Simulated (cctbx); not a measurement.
**Lattice, Laue class and space group of a new crystal**

Cell: a = 10.6150 Å, b = 10.6150 Å, c = 9.2280 Å, α = 90.00°, β = 90.00°, γ = 90.00°. Expected content of the cell: Ba10 Y10 Sc8.

Simulated single-crystal data (cctbx): Mo Kα, λ = 0.71073 Å, to d = 0.65 Å, 70 % of the full sphere, strongest reflection 20000 counts, noise from counting, a 2 % proportional error and a noise floor of 4 counts (s.d.); no absorption.

A first pass over the reflections prints:

```text
11157 reflections to d = 0.650 A
centring   violations  <I/sigma> of those
    A       4718 of  5605     15.3
    B       4702 of  5590     15.2
    C       4884 of  5569     15.5
    I       4169 of  5526     12.9
    R       6387 of  7466     15.3
    F       7152 of  8382     15.4
Laue class    unique    Rint  (classes that these axes allow; Friedel mates merged)
P -1             7249   0.068
P 1 2/m 1        4101   0.064
P 1 1 2/m        4126   0.065
P 2/m 1 1        4090   0.064
P m m m          2273   0.068
P 4/m            2100   0.068
P 4/m m m        1212   0.070
space group    extra absences  I>4sigma  <I/sigma>
P 4 2 2                 0          0         -  acentric
P 4 21 2               25          0       0.2  acentric
P 42 2 2               12          0       0.3  acentric
P 42 21 2              37          0       0.3  acentric
P 4 m m                 0          0         -  acentric
P 42 n m              491          0      -0.0  acentric
P 4 n c               838          0       0.0  acentric
P 42 m c              359          0       0.1  acentric
P -4 2 m                0          0         -  acentric
P -4 2 c              359          0       0.1  acentric
P -4 21 m              25          0       0.2  acentric
P -4 21 c             384          0       0.1  acentric
P -4 m 2                0          0         -  acentric
P -4 n 2              491          0      -0.0  acentric
P 4/m m m               0          0         -  centric
P 4/m n c             838          0       0.0  centric
P 42/m m c            359          0       0.1  centric
P 42/m n m            491          0      -0.0  centric
Wilson B = 0.49 A^2   <|E^2-1|> = 0.850 (0.968 centric, 0.736 acentric)   E^2>4: 2.9 %
shell (A)         n   <I/sigma>
10.62 - 1.30    180     32.3
 1.30 - 1.03    154     30.9
 1.03 - 0.90    155     29.7
 0.90 - 0.82    139     29.3
 0.82 - 0.76    148     24.7
 0.76 - 0.72    142     24.9
 0.72 - 0.68    147     24.9
 0.68 - 0.65    147     24.3
```

Q: Read the symmetry from these tables.

Every centring test has many violations, so the lattice is primitive.

Rint stays low (0.064 to 0.070) up to P 4/m m m, the highest class in these axes. It includes Bijvoet differences, since Friedel mates are merged.

18 settings pass the absence test. The most absences obeyed, 838, belong to P 4 n c and P 4/m n c, which absences can't tell apart.

⟨|E²−1|⟩ = 0.850 lies between the two ideal values. The Wilson B of 0.49 Å² means U ≈ 0.0062 Å².

The true group is P4nc (no. 104), Laue class 4/mmm, non-centrosymmetric. The tables only narrow the choice to the tied entries; cell content, site symmetry and trial solutions must settle it.

The model was made for the exercise: a known structure type with other elements put in, its volume estimated, not relaxed; displacement parameters are assumed.

[Logs are printed without paths, hosts, clocks, repeated set-up lines and the standing remarks that a program may print on its own settings, such as how far it seeks lower states.]
